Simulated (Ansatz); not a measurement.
# bond stretched by 1.5 Å, between Au atomic chains under bias, part 2 of 2

Wanted: I(V), the voltage drop and T(E, V).

Ansatz 0.2.0; DFT PBE, plane waves, PAW; current against voltage, self-consistent under bias.

So far: The starting structure; The sweep under bias.

**2. The sweep under bias (continued)**

Bias 0 V. Transmission and channels at 0 V against energy, zero at the mean Fermi level:

```
energy (eV)  transmission  channels, lower lead  channels, upper lead
     -0.259         0.343                     4                     4
     -0.233         0.363                     4                     4
     -0.207         0.380                     4                     4
     -0.181         0.396                     4                     4
     -0.155         0.413                     4                     4
     -0.129         0.121                     3                     3
     -0.103         0.357                     3                     3
     -0.078         0.352                     3                     3
     -0.052         0.356                     3                     3
     -0.026         0.367                     3                     3
      0.000         0.385                     3                     3
      0.026         0.304                     1                     1
      0.052         0.302                     1                     1
      0.078         0.300                     1                     1
      0.103         0.298                     1                     1
      0.129         0.296                     1                     1
      0.155         0.293                     1                     1
      0.181         0.291                     1                     1
      0.207         0.288                     1                     1
      0.233         0.285                     1                     1
      0.259         0.283                     1                     1
```

Bias 0.6 V. Transmission and channels at 0.6 V against energy, zero at the mean Fermi level:

```
energy (eV)  transmission  channels, lower lead  channels, upper lead
     -0.569         0.200                     6                     4
     -0.517         0.248                     4                     4
     -0.491         0.279                     4                     4
     -0.439         0.345                     4                     4
     -0.414         0.235                     4                     3
     -0.388         0.333                     4                     3
     -0.362         0.332                     4                     3
     -0.336         0.326                     4                     3
     -0.284         0.282                     4                     3
     -0.259         0.251                     4                     1
     -0.207         0.236                     4                     1
     -0.181         0.232                     4                     1
     -0.129         0.232                     4                     1
     -0.103         0.235                     4                     1
     -0.052         0.248                     4                     1
     -0.026         0.257                     4                     1
      0.000         0.268                     4                     1
      0.026         0.278                     4                     1
      0.052         0.288                     4                     1
      0.103         0.304                     4                     1
      0.129         0.313                     4                     1
      0.181         0.289                     3                     1
      0.207         0.290                     3                     1
      0.259         0.291                     3                     1
      0.284         0.291                     3                     1
      0.336         0.291                     1                     1
      0.362         0.290                     1                     1
      0.414         0.289                     1                     1
      0.439         0.288                     1                     1
      0.491         0.287                     1                     1
      0.517         0.286                     1                     1
      0.569         0.285                     1                     1
```

Bias 1.5 V. Table of transmission and channels at 1.5 V by energy, zero at the mean Fermi level:

| energy (eV) | transmission | channels, lower lead | channels, upper lead |
| --- | --- | --- | --- |
| -1.034 | 0.131 | 3 | 4 |
| -0.957 | 0.154 | 3 | 4 |
| -0.879 | 0.187 | 3 | 4 |
| -0.827 | 0.139 | 3 | 3 |
| -0.750 | 0.144 | 3 | 3 |
| -0.672 | 0.0899 | 4 | 1 |
| -0.595 | 0.0843 | 5 | 1 |
| -0.543 | 0.0792 | 5 | 1 |
| -0.465 | 0.0682 | 5 | 1 |
| -0.388 | 0.0669 | 6 | 1 |
| -0.310 | 0.248 | 6 | 1 |
| -0.259 | 0.240 | 6 | 1 |
| -0.181 | 0.259 | 6 | 1 |
| -0.103 | 0.290 | 4 | 1 |
| -0.026 | 0.259 | 4 | 1 |
| 0.000 | 0.241 | 4 | 1 |
| 0.026 | 0.223 | 4 | 1 |
| 0.103 | 0.188 | 4 | 1 |
| 0.181 | 0.179 | 4 | 1 |
| 0.259 | 0.193 | 4 | 1 |
| 0.310 | 0.213 | 4 | 1 |
| 0.388 | 0.257 | 4 | 1 |
| 0.465 | 0.300 | 4 | 1 |
| 0.543 | 0.320 | 3 | 1 |
| 0.595 | 0.335 | 3 | 1 |
| 0.672 | 0.343 | 3 | 1 |
| 0.724 | 0.344 | 1 | 1 |
| 0.750 | 0.344 | 1 | 1 |
| 0.827 | 0.341 | 1 | 1 |
| 0.879 | 0.338 | 1 | 1 |
| 0.957 | 0.335 | 1 | 1 |
| 1.034 | 0.333 | 1 | 1 |

The Hartree potential energy less that at 0 V, planar mean by z:

| z (Å) | 0.3 V (eV) | 0.6 V (eV) | 1 V (eV) | 1.5 V (eV) |
| --- | --- | --- | --- | --- |
| -5 | 0.0482 | 0.100 | 0.175 | 0.266 |
| 0 | 0.145 | 0.294 | 0.497 | 0.747 |
| 5 | 0.150 | 0.304 | 0.515 | 0.774 |
| 10 | 0.142 | 0.291 | 0.495 | 0.750 |
| 15 | 0.133 | 0.268 | 0.461 | 0.706 |
| 20 | 0.123 | 0.246 | 0.414 | 0.653 |
| 25 | 0.124 | 0.253 | 0.415 | 0.645 |
| 30 | 0.122 | 0.246 | 0.412 | 0.645 |
| 35 | 0.115 | 0.233 | 0.386 | 0.601 |
| 40 | 0.0667 | 0.141 | 0.215 | 0.324 |
| 45 | -0.106 | -0.221 | -0.380 | -0.598 |
| 50 | -0.121 | -0.248 | -0.421 | -0.654 |
| 55 | -0.121 | -0.250 | -0.423 | -0.660 |
| 60 | -0.123 | -0.253 | -0.426 | -0.663 |
| 65 | -0.128 | -0.261 | -0.436 | -0.671 |
| 70 | -0.135 | -0.271 | -0.451 | -0.688 |
| 75 | -0.142 | -0.283 | -0.466 | -0.703 |
| 80 | -0.145 | -0.287 | -0.470 | -0.705 |
| 85 | -0.0930 | -0.181 | -0.295 | -0.440 |

The electron density less that at 0 V, planar mean (0.3 V) oscillates, so the rows of the table below give means over windows of 5 Å about each position, cut where the curve ends. Its first 14 maxima inside the range that stand out by 2 % of the span (Å: e/Å³): -0.8: 7.0e-5, 5.6: 1.4e-5, 7.2: 9.6e-6, 8.2: 1.3e-5, 10.1: 2.1e-5, 10.7: 1.9e-5, 12.7: 3.0e-5, 13.3: 2.6e-5, 15.2: 3.9e-5, 16.2: 2.4e-5, 17.8: 5.1e-5, 18.8: 4.1e-5, 20.4: 5.5e-5, 21.3: 4.6e-5. Its first 14 minima: 1.4: -3.2e-6, 6.6: -1.2e-5, 7.9: -1.3e-5, 9.1: -9.9e-6, 10.4: -1.9e-5, 11.7: -2.7e-5, 13.0: -2.7e-5, 14.3: -2.8e-5, 15.6: -3.6e-5, 16.8: -3.1e-5, 18.1: -3.8e-5, 19.4: -3.2e-5, 20.7: -4.6e-5, 22.0: -4.5e-5.

Table of electron density less that at 0 V, planar mean by z; means over each step:

| z (Å) | 0.3 V (e/Å³) | 0.6 V (e/Å³) | 1 V (e/Å³) | 1.5 V (e/Å³) |
| --- | --- | --- | --- | --- |
| -5 | 6.1e-7 | 1.2e-6 | 2.3e-6 | 4.0e-6 |
| 0 | 2.4e-5 | 4.8e-5 | 8.0e-5 | 1.2e-4 |
| 5 | 2.3e-6 | 4.5e-6 | 7.7e-6 | 1.0e-5 |
| 10 | -5.5e-7 | 2.5e-7 | 1.2e-6 | 3.0e-6 |
| 15 | -9.8e-7 | 3.2e-6 | 6.2e-6 | 3.5e-6 |
| 20 | -6.6e-7 | -1.4e-5 | -6.9e-6 | 2.9e-6 |
| 25 | -5.9e-6 | -1.7e-6 | -3.0e-5 | -4.1e-5 |
| 30 | -1.3e-6 | -6.7e-6 | -5.6e-6 | -9.6e-6 |
| 35 | 5.8e-6 | 1.1e-5 | 1.8e-5 | 1.6e-5 |
| 40 | 3.8e-5 | 8.3e-5 | 1.4e-4 | 2.2e-4 |
| 45 | -2.6e-5 | -5.9e-5 | -9.9e-5 | -1.6e-4 |
| 50 | -5.5e-6 | -9.4e-6 | -1.3e-5 | -2.3e-5 |
| 55 | -2.1e-6 | -7.3e-6 | -1.2e-5 | -1.7e-5 |
| 60 | -2.9e-6 | -5.5e-6 | -9.5e-6 | -1.2e-5 |
| 65 | 1.9e-6 | 3.4e-6 | 3.9e-6 | 5.6e-7 |
| 70 | -4.7e-7 | 2.5e-7 | 2.2e-6 | 4.1e-6 |
| 75 | -4.3e-7 | -1.1e-6 | -2.4e-6 | -1.1e-6 |
| 80 | -9.1e-6 | -1.8e-5 | -2.9e-5 | -4.6e-5 |
| 85 | -1.6e-5 | -3.2e-5 | -5.4e-5 | -8.0e-5 |

By hand: at 1.5 V the window reaches from -0.75 to 0.75 eV, and the mean transmission a spin over it is 0.213. With sharp Fermi edges I = G0 × V × T̄ = 77.48 μS × 1.5 V × 0.213 = 24.7 μA, against 24.7 μA from the program at 300 K.

The zero-bias conductance is 0.339 G₀; current over voltage goes 0.304 at +0.3 V, 0.270 at +0.6 V, 0.252 at +1 V and 0.213 at +1.5 V in the same unit. The leads' misfit reaches 89 meV.

**3. Current against voltage**

This step: DFT PBE, plane waves, PAW; current against voltage, self-consistent under bias; changed: output.current_voltage.leads = [[21, 22], [9, 10]], scf.max_iter = 60 (Ansatz 0.2.0).

The input of the bias sweep is made doubtful on purpose.

File input.yaml:

```yaml
crystal:
  lattice:
    - [6.0, 0.0, 0.0]
    - [0.0, 6.0, 0.0]
    - [0.0, 0.0, 96.1]
  atoms:
    - { symbol: Au, position: [0.5, 0.5, 0.0] }
    - { symbol: Au, position: [0.5, 0.5, 0.027055151] }
    - { symbol: Au, position: [0.5, 0.5, 0.054110302] }
    - { symbol: Au, position: [0.5, 0.5, 0.081165453] }
    - { symbol: Au, position: [0.5, 0.5, 0.108220604] }
    - { symbol: Au, position: [0.5, 0.5, 0.135275754] }
    - { symbol: Au, position: [0.5, 0.5, 0.162330905] }
    - { symbol: Au, position: [0.5, 0.5, 0.189386056] }
    - { symbol: Au, position: [0.5, 0.5, 0.216441207] }
    - { symbol: Au, position: [0.5, 0.5, 0.243496358] }
    - { symbol: Au, position: [0.5, 0.5, 0.270551509] }
    - { symbol: Au, position: [0.5, 0.5, 0.29760666] }
    - { symbol: Au, position: [0.5, 0.5, 0.324661811] }
    - { symbol: Au, position: [0.5, 0.5, 0.351716961] }
    - { symbol: Au, position: [0.5, 0.5, 0.378772112] }
    - { symbol: Au, position: [0.5, 0.5, 0.405827263] }
    - { symbol: Au, position: [0.5, 0.5, 0.448491155] }
    - { symbol: Au, position: [0.5, 0.5, 0.475546306] }
    - { symbol: Au, position: [0.5, 0.5, 0.502601457] }
    - { symbol: Au, position: [0.5, 0.5, 0.529656608] }
    - { symbol: Au, position: [0.5, 0.5, 0.556711759] }
    - { symbol: Au, position: [0.5, 0.5, 0.583766909] }
    - { symbol: Au, position: [0.5, 0.5, 0.61082206] }
    - { symbol: Au, position: [0.5, 0.5, 0.637877211] }
    - { symbol: Au, position: [0.5, 0.5, 0.664932362] }
    - { symbol: Au, position: [0.5, 0.5, 0.691987513] }
    - { symbol: Au, position: [0.5, 0.5, 0.719042664] }
    - { symbol: Au, position: [0.5, 0.5, 0.746097815] }
    - { symbol: Au, position: [0.5, 0.5, 0.773152966] }
    - { symbol: Au, position: [0.5, 0.5, 0.800208117] }
    - { symbol: Au, position: [0.5, 0.5, 0.827263267] }
    - { symbol: Au, position: [0.5, 0.5, 0.854318418] }
kpoints:
  mp_grid: { grid: [1, 1, 1] }
scf:
  occupations: { method: fermi_dirac, width: 0.1 }
  max_iter: 60
hamiltonian:
  xc: pbe
output:
  current_voltage:
    leads: [[21, 22], [9, 10]]
    bias: [0.3, 0.6, 1.0, 1.5]
    electrode_ends: [15, 16]
    kmesh: [1, 1]
  write_potential: true
  write_density: true
  volumetric_format: npy
basis:
  ecutwfc: "340 eV"
```

Started as:

```console
> ansatz run input.yaml --threads 4 --pin off --max-ram 16384MiB --backend cpu --events-out ev --progress --plain --runs-dir out
```

Numbers of over 12 decimals in the logs are rounded to 6 here.

Log:

```text
Error: inconsistent input (output.current_voltage, crystal): the cell leaves 4.100 Å of vacuum along the normal of its first two vectors, and 10 Å are needed to part the ends of the two leads (14 Å serve well). It is the widest gap over the second lead that is listed
```

The job ended after 0.05 s (4 threads of AMD EPYC 9R14 (Zen 4), shared host; peak memory 0.092 GiB).

The input was rejected at the start.

The program's message: “Error: inconsistent input (output.current_voltage, crystal): the cell leaves 4.100 Å of vacuum along the normal of its first two vectors, and 10 Å are needed to part the ends of the two leads (14 Å se …”

The change that led to it: output.current_voltage.leads = [[21, 22], [9, 10]].

**4. Results**

```json
{
 "conductance at zero bias": "0.339 G₀",
 "current at +0.3 V": "7.07 μA",
 "current at +0.6 V": "12.6 μA",
 "current at +1 V": "19.5 μA",
 "current at +1.5 V": "24.7 μA"
}
```

In words: The junction conducts 0.339 G₀ at zero bias and carries 24.7 μA at 1.50 V. At 1.50 V the current is 0.63 times what the zero-bias conductance would give; over all biases of the sweep that ratio lies between 0.63 and 0.90. Of the 1.50 V, 1.31 V drops at the junction and the rest at the reservoirs. The leads' misfit reaches 89 meV, above the few hundredths of an eV that the manual allows, so the currents are rough. A wire screens slowly, so the current depends on the leads' length and the box width; neither was converged here. Transport is coherent and elastic here: the atoms are frozen, so scattering by vibrations plays no part. Spin-orbit coupling is left out, which matters for the bands of heavy atoms. A cutoff under the files' recommended one was taken to save time; its effect on T(E) was not tested here.

[Logs are printed without paths, hosts, clocks, repeated set-up lines and the standing remarks that a program may print on its own settings, such as how far it seeks lower states.]

[Hosts, paths, dates, database ids (printed as entryN), source tags and the programs' standing remarks are cut or masked in the printed files.]
